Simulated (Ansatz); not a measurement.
## From HSE06 to G0W0: KCl (Sylvite)

Wanted: the gap of KCl (Sylvite) with a many-body correction, and the time that it takes.

Calculated with Ansatz 0.2.0; HSE06, then G0W0 on it, plane waves, PAW.

## (1) Set-up

The structure is cubic, space group Fm-3m (No. 225). The conventional cell has a = 6.293 Å, b = 6.293 Å, c = 6.293 Å, α = 90.00°, β = 90.00°, γ = 90.00°. K has 6 Cl at 3.15 Å nearest. Nearest to Cl lie 6 K at 3.15 Å. Farther neighbours and most contacts between anions are not listed.

The cell and positions come from the Crystallography Open Database and are kept as given unless a step says otherwise. The default PAW set here is soft_2. Its files were made with PBE.

## (2) HSE06 levels on the mesh and at listed points

HSE06 mixes in a quarter of exact exchange at short range.

This step: DFT, HSE06, plane waves, PAW.

input.yaml reads:

```yaml
crystal:
  lattice:
    - [0.0, 3.14647, 3.14647]
    - [3.14647, 0.0, 3.14647]
    - [3.14647, 3.14647, 0.0]
  atoms:
    - { symbol: K, position: [0.0, 0.0, 0.0] }
    - { symbol: Cl, position: [0.5, 0.5, 0.5] }
kpoints:
  mp_grid: { grid: [4, 4, 4] }
  band_path:
    path:
      - [0.0, 0.0, 0.0]
      - [0.5, 0.0, 0.5]
      - [0.625, 0.25, 0.625]
      - [0.375, 0.375, 0.75]
      - [0.5, 0.5, 0.5]
      - [0.5, 0.25, 0.75]
    npoints: 1
hamiltonian:
  xc: hse06
scf:
  occupations: { method: fixed }
  n_extra_bands: 4
output:
  eigenvalues: true
```

Launch:

```console
$ ansatz run input.yaml --threads 3 --pin off --max-ram 92160MiB --backend cuda --events-out ev --progress --plain --runs-dir out --devices 1 --max-vram 13GiB
```

Numbers of over 12 decimals in the logs are rounded to 6 here.

What it wrote:

```text
scf.n_extra_bands = 4 over 8 filled bands (N_el = 16.0): the run solves 12 bands
GPUs: using 1 of 1 available (devices: 1).
Engine: ansatz 0.2.0, x86_64-unknown-linux-gnu
Pseudopotentials: kind: paw
Pseudopotential: K, paw, valence charge 9, recommended cutoff 420 eV (normal), K.paw.azcp
Pseudopotential: Cl, paw, valence charge 7, recommended cutoff 420 eV (normal), Cl.paw.azcp
Functional definition: HSE06
  parameter a = 0.25
  parameter omega = 0.11/bohr
  exchange = pbe_x - a*pbe_x_sr(omega) + a*exact_x_sr(omega)
  correlation = pbe_c
davidson cushion auto → on  (no smearing: the cushion is to keep the highest requested band from converging to the state above it; pin scf.eigensolver.cushion to override)
device memory: the entry about to start is reckoned to put 0.8 GiB on a device that reports 48.7 GiB free (of which the cap on the GPU budget leaves the run 13.0 GiB)
GPU FFT provider: cuFFT
GPU libraries: cuBLAS 13.8.2, cuFFT 12.4.0, cuSOLVER 12.3.4
Crystal: 2 atoms, lattice volume = 62.302 Å³
Basis set: ecut = 420 eV, 1243 PW (Γ)
Bands: 12, of which v1, the nominal top of the filled ones, is band 8 counted from 1 (7 counted from 0)
Symmetry: 48 space group operations
Space group: Fm-3m (ITA 225), of the structure as read, at distance tolerance 4.0e-5 Å
k-points: 8 of 64
Non-local potential: K, projectors of the file, l = 0: 3, l = 1: 2, l = 2: 2
Non-local potential: Cl, projectors of the file, l = 0: 2, l = 1: 2, l = 2: 2
PAW form: soft (Blöchl's): semilocal exchange-correlation on the pseudo side does not see the compensation charge
PAW frozen core: K, regenerated for the run's functional, and the local potential with it (the file was generated under x = pbe(κ = 0.804, μ = 0.219515), c = pbe(β = 0.066725))
PAW frozen core: Cl, regenerated for the run's functional, and the local potential with it (the file was generated under x = pbe(κ = 0.804, μ = 0.219515), c = pbe(β = 0.066725))
PAW one-centre angular grid: K, 110 points (default); XC on 64 Gauss nodes
PAW one-centre angular grid: Cl, 110 points (default); XC on 64 Gauss nodes
Initial density: superposition of atomic densities (neutral atoms: chi_scale 0, normalization atom), corrected by the library's trained network
Initial wavefunctions: pseudopotential atomic-orbital guess
GPU buffer pool allocated for 27000 grid points (all kernels)
GPU transforms: local potential and band sums: pruned to the plane-wave sphere, on 30×30×30
Functional: x = pbe(κ = 0.804, μ = 0.219515), c = pbe(β = 0.066725), warm-up for x = pbe(κ = 0.804, μ = 0.219515) + 0.25 (exact − pbe) at short range (hse, ω = 0.207870 Å⁻¹), c = pbe(β = 0.066725); HSE06 as pw.x's `hse` composes it (authors' and Libxc's form: `xc: wpbeh`)
SCF iter   1: F=—  HF=-2621.218611 eV  |F-HF|=—  |Δ(HF+E_count)|=         —  Δρ=7.01e-4  dr2=3.73e-4  ethr=1.77e-3  ⟨swp⟩=2.9  Hψ=758  notcnv=0
preconditioner: auto → none  [insulator: Δε(μ)=5.173 eV  Ē_g=15.278 eV  n_scr=14 (ndim 8)  ℏωp=17.6 eV  f_vac=0.081]
iter 2 solved again at ethr=6.67e-8 eV; its pass at ethr=2.33e-6 eV (dr2=1.07e-5 eV) is discarded
SCF iter   2: F=-2621.218507 eV  HF=-2621.218511 eV  |F-HF|=3.79e-6  |Δ(HF+E_count)|=   9.95e-5  Δρ=1.30e-4  dr2=1.05e-5  ethr=6.67e-8  ⟨swp⟩=3.4  Hψ=594  notcnv=0  defer=3
SCF 1 stopped early in 2 iterations: F = -2621.218507 eV  dr2 = 1.05e-5
  greatest PAW one-centre occupation: 0.987 electrons in one spin orbital (limit 2), on the K atom at site 0 (counted from 0), in its partial waves of l = 0
device memory: the entry about to start is reckoned to put 1.5 GiB on a device that reports 48.6 GiB free (of which the cap on the GPU budget leaves the run 13.0 GiB)
GPU FFT provider: cuFFT
GPU libraries: cuBLAS 13.8.2, cuFFT 12.4.0, cuSOLVER 12.3.4
Initial density: handed on by an earlier stage of this run
Initial wavefunctions: those handed on with the density
GPU buffer pool allocated for 27000 grid points (all kernels)
GPU transforms: local potential and band sums: pruned to the plane-wave sphere, on 30×30×30
Functional: x = pbe(κ = 0.804, μ = 0.219515) + 0.25 (exact − pbe) at short range (hse, ω = 0.207870 Å⁻¹), c = pbe(β = 0.066725); HSE06 as pw.x's `hse` composes it (authors' and Libxc's form: `xc: wpbeh`)
Exchange kernel: α = 0.2500, screened, ω = 0.2079 Å⁻¹, Wigner–Seitz truncation, v(0) = 1038.1782 eV·Å³, q-mesh 4×4×4, nearest image of the exchange supercell L = 17.80 Å, pair-density grid 18×18×18, without the augmentation charges, whose exchange is taken in its separable form by FFT convolution over the k-point mesh (sized by the pseudopotential files, 25×25×25 at the most), smooth part of the exact exchange by density-matrix convolution in up to 1.14 GiB of GPU memory as planned if the GPU has room (build and FFT work areas not counted)
Frozen-core exchange: fock
SCF iter   1: F=—  HF=-2622.887832 eV  |F-HF|=—  |Δ(HF+E_count)|=         —  Δρ=2.58e-3  dr2=3.20e-3  ethr=6.56e-7  ⟨swp⟩=9.0  Hψ=589  notcnv=0
preconditioner: auto → none  [insulator: Δε(μ)=6.506 eV  Ē_g=17.273 eV  n_scr=14 (ndim 8)  ℏωp=17.6 eV  f_vac=0.081]
SCF iter   2: F=—  HF=-2622.886920 eV  |F-HF|=—  |Δ(HF+E_count)|=   9.12e-4  Δρ=1.20e-3  dr2=5.89e-4  ethr=6.56e-7  ⟨swp⟩=5.0  Hψ=364  notcnv=0
SCF iter   3: F=—  HF=-2622.888342 eV  |F-HF|=—  |Δ(HF+E_count)|=   1.42e-3  Δρ=3.58e-4  dr2=1.13e-4  ethr=6.56e-7  ⟨swp⟩=5.0  Hψ=361  notcnv=0  defer=4
SCF iter   4: F=-2622.888310 eV  HF=-2622.888310 eV  |F-HF|=2.07e-7  |Δ(HF+E_count)|=   3.26e-5  Δρ=3.70e-5  dr2=1.40e-6  ethr=6.56e-7  ⟨swp⟩=3.1  Hψ=271  notcnv=0
SCF 2 stopped early in 4 iterations: F = -2622.888310 eV  dr2 = 1.40e-6
  greatest PAW one-centre occupation: 0.989 electrons in one spin orbital (limit 2), on the K atom at site 0 (counted from 0), in its partial waves of l = 0
hybrid outer 1: dexx = +1.730e-3 eV, tail = 6.29e-6 eV
GPU FFT provider: cuFFT
GPU libraries: cuBLAS 13.8.2, cuFFT 12.4.0, cuSOLVER 12.3.4
GPU buffer pool allocated for 27000 grid points (all kernels)
GPU transforms: local potential and band sums: pruned to the plane-wave sphere, on 30×30×30
Exchange kernel: α = 0.2500, screened, ω = 0.2079 Å⁻¹, Wigner–Seitz truncation, v(0) = 1038.1782 eV·Å³, q-mesh 4×4×4, nearest image of the exchange supercell L = 17.80 Å, pair-density grid 18×18×18, without the augmentation charges, whose exchange is taken in its separable form by FFT convolution over the k-point mesh (sized by the pseudopotential files, 25×25×25 at the most), smooth part of the exact exchange by density-matrix convolution in up to 1.14 GiB of GPU memory as planned if the GPU has room (build and FFT work areas not counted)
Frozen-core exchange: fock
SCF iter   1: F=—  HF=-2622.888338 eV  |F-HF|=—  |Δ(HF+E_count)|=         —  Δρ=3.59e-5  dr2=6.62e-7  ethr=1.96e-7  ⟨swp⟩=4.4  Hψ=287  notcnv=0
preconditioner: auto → none  [insulator: Δε(μ)=6.500 eV  Ē_g=17.278 eV  n_scr=14 (ndim 8)  ℏωp=17.6 eV  f_vac=0.101]
iter 2 solved again at ethr=1.45e-10 eV; its pass at ethr=4.00e-9 eV (dr2=2.31e-8 eV) is discarded
SCF iter   2: F=-2622.888338 eV  HF=-2622.888338 eV  |F-HF|=3.90e-9  |Δ(HF+E_count)|=   1.25e-7  Δρ=1.18e-5  dr2=3.64e-8  ethr=1.45e-10  ⟨swp⟩=3.5  Hψ=533  notcnv=0  defer=1
SCF 3 converged in 2 iterations: F = -2622.888338 eV  dr2 = 3.64e-8
hybrid outer 2: dexx = +1.978e-7 eV, tail = 8.21e-8 eV, Δε = 1.26e-3 eV (about 1.54e-4 eV left of the loop's levels)
device memory: the entry about to start is reckoned to put 0.3 GiB on a device that reports 45.8 GiB free (of which the cap on the GPU budget leaves the run 13.0 GiB)
NSCF: frozen V_eff on 6 k-points
hybrid SCF converged: 2 outer / 6 inner (+2 warm-up), last move |dexx| = 1.98e-7 eV, tail = 8.21e-8 eV
Stability not checked: this state was not tested for a lower state beside it, because the functional holds exact exchange (a hybrid, or Hartree-Fock), whose exchange loop this test does not read (fock_operator; see scf.lower_state_search)
Free energy (F): -2622.888338 eV
Frozen-core exchange: fock
Harris-Foulkes:  -2622.888338 eV  (|F-HF|=3.90e-9)
Internal energy: -2622.888338 eV  (E = F + TS)
E sigma→0 (E₀):  -2622.888338 eV
Fermi energy:    -0.132823 eV
--- Per-component energies (eV) ---
  E_band       = -157.895529
  E_kinetic    = 416.283240
  E_local      = -834.981953  (includes V_loc(G=0)·N_el)
  E_nonlocal   = 40.923565
  E_hartree    = 280.244815
  E_xc         = -194.730592
  E_vxc        = -228.950426  (∫ρ·V_xc dr)
  E_exx        = -39.485356  (= α·E_x^exact, valence–valence)
  E_paw        = -1451.869218  (= ΣΔE_a)
  E_vpaw       = -32.690521  (= ΣTr[D̂ρ^β])
  E_aug_tail   = 0.000085  (compensation charges beyond the density's cutoff)
  E_ewald      = -839.020646
  E_core_change = -0.252277  (= ΣΔE_core)
  E_smearing   = -0.000000  (= −TS)
  E_closure    = -0.000000  (closes the sum)
  Σ components = -2622.888338   (vs F -2622.888338, Δ=-4.55e-13)
--- Band table (eV; the first three rows and the last of 8) ---
  k-point 0: bands = [... 4 lower, -11.4729, -0.1328, -0.1328, -0.1328, 6.3666, 9.7762, 9.7762, 9.7762]
  k-point 1: bands = [... 4 lower, -11.3579, -0.7340, -0.3066, -0.3066, 7.6480, 9.4877, 10.5745, 10.5745]
  k-point 2: bands = [... 4 lower, -11.2494, -1.2301, -0.4702, -0.4702, 8.7657, 9.9697, 12.1743, 12.1743]
  k-point 7: bands = [... 4 lower, -11.3912, -0.6415, -0.6319, -0.6319, 9.3259, 9.3259, 10.8329, 11.4374]
```

Run time: 7.5 s. Hardware: 1 × NVIDIA H100 80GB HBM3 (shared by 6 runs) with 3 threads of AMD EPYC 7R13 (Zen 3), shared host; peak memory 1 GiB.

Numbers from this step:

```
gap                     : 6.499 eV
valence top at          : Γ
conduction bottom at    : Γ
least direct gap        : 6.499 eV
exact-exchange fraction : 0.25
```

Over mesh and listed points the gap is 6.499 eV, direct, at k = Γ.

(Part 1 of 2 ends here.)

[Paths, hosts, dates, memory and timing lines, banners, echoed tables and standing remarks are left out of the program output.]

[Logs are printed without paths, hosts, clocks, repeated set-up lines and the standing remarks that a program may print on its own settings, such as how far it seeks lower states.]

[Runs of the session that timed out or met a known fault of the program may be left out.]

[Cells called generated may have been cut or substituted from an entry of the Crystallography Open Database or the Materials Project.]

[Hosts, paths, dates, database ids (printed as entryN), source tags and the programs' standing remarks are cut or masked in the printed files.]

[Where an RPA ε∞ is given, it is that of the G0W0 mesh and is not shown converged in it. Names of k-points follow the symmetry that the program found, which can be lower than the space group named. Band edges on a path are those of the sampled points; other points can move an edge, and change direct to indirect where valleys lie close.]

[Hybrid gaps are those of their k-mesh and are not shown converged in it.]
